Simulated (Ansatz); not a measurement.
# LiLaSO (P4/nmm):V_S, thermodynamic levels from a 64-atom cell, part 2 of 2

Aim: at which Fermi levels does V_S in LiLaSO (P4/nmm) change its charge? The model is a cell of 64 host atoms with 1 S taken out.

Ansatz; place-levels on PBEsol runs: charge-transition levels and formation energies with image-charge correction and potential alignment at the atomic sites.

So far. Step 3 (Placing the levels, PBEsol): Under PBEsol the gap is 3.07 eV, (+2/+1) 1.25, (+1/0) 2.02, (0/−1) 3.11 (outside the gap) (with band filling) eV.

**4. The same at the relaxations' own k-points**

The relaxations' own energies give the levels at their sampling, for comparison.

File levels.relax_mesh.yaml:

```yaml
host:
  run: host.relax.run
  levels_from: { run: edges.relax.run }
states: [qm1_M1.relax.run, q0.relax.run, qp1_M1.relax.run, qp2.relax.run]
chemical_potentials:
  S:
    energy: -884.879081
    dataset: "<sha256 of the dataset>"
```

Run with:

```console
$ ansatz place-levels levels.relax_mesh.yaml -- --threads 4 --pin off --max-ram 7536MiB
```

Numbers of over 12 decimals in the logs are rounded to 6 here.

The program printed:

```text
(+2/+1) 1.247 eV above the valence edge, 1.820 eV under the conduction edge
(+1/0) 2.022 eV above the valence edge, 1.045 eV under the conduction edge
[...]
formation energy of charge +2: +1.259 eV with the Fermi level at the valence edge
formation energy of charge +1: +2.507 eV with the Fermi level at the valence edge
formation energy of charge 0: +4.529 eV with the Fermi level at the valence edge
formation energy of charge -1: +7.637 eV with the Fermi level at the valence edge
  edges by pbesol of host.levels_from (edges.relax.run), its mesh sampled to repeats of 27.82 Å (the valence edge +0.136 eV and the conduction edge -0.265 eV from those of the host's own run), gap 3.068 eV; the host is sampled to repeats of 14.17 Å
[... the lines on each state left out ...]
```

The job ended after 0.18 s (4 threads of Intel Xeon 6975P-C (Granite Rapids), shared host).

Levels between neighbouring charges, in eV above the valence top:

|  | gap (eV) | (+2/+1) | (+1/0) | (0/−1) |
| --- | --- | --- | --- | --- |
| one point at (¼, ¼, ¼) | 3.07 | 1.25 | 2.02 | 3.11 |
| a 2×2×2 shifted mesh | 3.07 | 1.25 | 2.02 | 3.11 |

Going from one point at (¼, ¼, ¼) to a 2×2×2 shifted mesh moves the levels that carry no band-filling term by up to 0.00 eV and formation energies against the elements by up to 0.00 eV; band-filling terms, which differ between samplings, are in these energies.

**5. Levels against the band edges, r2SCAN**

r2SCAN on the same structure is run to see how far the result rests on the functional, though not on the errors that semilocal functionals share; the sampling changes too, to one point at (¼, ¼, ¼), so differences hold both changes.

File qm1_M1.r2scan/input.yaml:

```yaml
crystal:
  checkpoint: "../qm1_M1.relax.run"
  host: checkpoint
total_charge: -1
basis:
  ecutwfc: 500
  xc_grid: 2
hamiltonian:
  xc: r2scan
kpoints:
  mp_grid: { grid: [1, 1, 1], shift: [0.25, 0.25, 0.25] }
magnetization:
  spin_polarized: true
  initial_magnetization: 1
  spin_locking: { lock_magnetization: hard }
scf:
  occupations: { method: fermi_dirac, width: 0.01 }
  max_iter: 100
output:
  forces: true
  eigenvalues: true
  charged_corrections:
    epsilon: [5.41, 5.41, 5.12]
    static_epsilon: [20.61, 20.61, 13.45]
    defect_position: [0.375, 0.375, 0.337113]
  eigenstates: { localisation: true }
  populations: true
  efg: {}
checkpoint:
  write: "../qm1_M1.r2scan.run"
  compress: false
  write_wavefunctions: false
  write_every: 100000
```

Elapsed: 1.9 min, on 4 threads; peak memory 4.6 GiB; 7.4 min of CPU time.

File levels.r2scan.yaml:

```yaml
host:
  run: host.r2scan.run
  levels_from: { run: edges.r2scan.run }
states: [qm1_M1.r2scan.run, q0.r2scan.run, qp1_M1.r2scan.run, qp2.r2scan.run]
geometry_from:
  qm1_M1.r2scan.run: qm1_M1.relax.run
  q0.r2scan.run: q0.relax.run
  qp1_M1.r2scan.run: qp1_M1.relax.run
  qp2.r2scan.run: qp2.relax.run
  host.r2scan.run: host.relax.run
chemical_potentials:
  S:
    energy: -905.805179
    dataset: "<sha256 of the dataset>"
```

Run with:

```console
$ ansatz place-levels levels.r2scan.yaml -- --threads 4 --pin off --max-ram 7536MiB
```

The program printed:

```text
(+2/+1) 1.414 eV above the valence edge, 2.281 eV under the conduction edge
(+1/0) 2.386 eV above the valence edge, 1.309 eV under the conduction edge
[...]
formation energy of charge +2: +1.278 eV with the Fermi level at the valence edge
formation energy of charge +1: +2.692 eV with the Fermi level at the valence edge
formation energy of charge 0: +5.078 eV with the Fermi level at the valence edge
formation energy of charge -1: +8.805 eV with the Fermi level at the valence edge
  edges by r2scan of host.levels_from (edges.r2scan.run), its mesh sampled to repeats of 27.82 Å (the valence edge +0.128 eV and the conduction edge -0.243 eV from those of the host's own run), gap 3.695 eV; the host is sampled to repeats of 14.17 Å
[... the lines on each state left out ...]
```

The job ended after 0.24 s (4 threads).

Under r2SCAN the gap is 3.70 eV, (+2/+1) 1.41, (+1/0) 2.39, (0/−1) 3.73 (outside the gap) (with band filling) eV.

**6. Cost and result**

Levels between neighbouring charges, in eV above each run's own valence top:

|  | gap (eV) | (+2/+1) | (+1/0) | (0/−1) | CPU time a state at this stage (restarts are quicker than cold starts) |
| --- | --- | --- | --- | --- | --- |
| PBEsol, 2×2×2 shifted mesh | 3.07 | 1.25 | 2.02 | 3.11 | 7.2 min |
| r2SCAN on PBEsol structures, (¼, ¼, ¼) | 3.70 | 1.41 | 2.39 | 3.73 | 4.8 min |

**7. Results**

```json
{
  "gap of the host": "3.07 eV (PBEsol)",
  "level (plus 2/plus 1)": "1.25 eV above the valence top",
  "level (plus 1/0)": "2.02 eV above the valence top",
  "level (0/minus 1)": "3.11 eV above the valence top, past the conduction bottom (3.38 eV above the valence top without the band-filling term)",
  "lowest of the charges placed, just above the valence top (0.02 eV)": "+2",
  "lowest of the charges placed, just below the conduction bottom (0.02 eV)": "0",
  "lowest formation energy at mid-gap of the charges run, elemental references": "4.04 eV"
}
```

In words: Of the charges placed (−1, 0, +1 and +2), the lowest changes at 1.25 eV (+2/+1) and 2.02 eV (+1/0) above the valence top, in a gap of 3.07 eV. Charges above +2 were not placed, so these runs say nothing of levels that involve them. States placed: +2 at 0 μB; +1 at 1 μB; 0 at 0 μB; −1 at 1 μB. Other spin states or structures, where not listed, weren't placed. The program finds carriers beyond a band edge of the host and adds a band-filling term at charge −1 (-0.27 eV); steps to such a charge show no bound level, and a defect level inside a band would be read the same way. Going from one point at (¼, ¼, ¼) to a 2×2×2 shifted mesh moves the levels that carry no band-filling term by up to 0.00 eV and formation energies against the elements by up to 0.00 eV; band-filling terms, which differ between samplings, are in these energies. What this leaves open: the images are only 8.6 Å apart; PBEsol makes the gap too small and tends to spread out bound carriers; where a gas molecule sets a chemical potential or the host's formation energy, its binding is uncorrected; spin–orbit coupling, which can matter with heavy atoms, is left out.

[Logs are printed without paths, hosts, clocks, repeated set-up lines and the standing remarks that a program may print on its own settings, such as how far it seeks lower states.]

[Hosts, paths, dates, database ids (printed as entryN), source tags and the programs' standing remarks are cut or masked in the printed files.]

[Where a table of states has a column of steps, it counts the stored structures, which are thinned; the runs took as many ionic steps or more.]

[A defect's name tells the site on which it was built; relaxed atoms can leave that site.]

[For some hosts the program warned that the k-mesh of the response run may be too coarse for force constants and the static dielectric constant; such warnings are not shown here.]
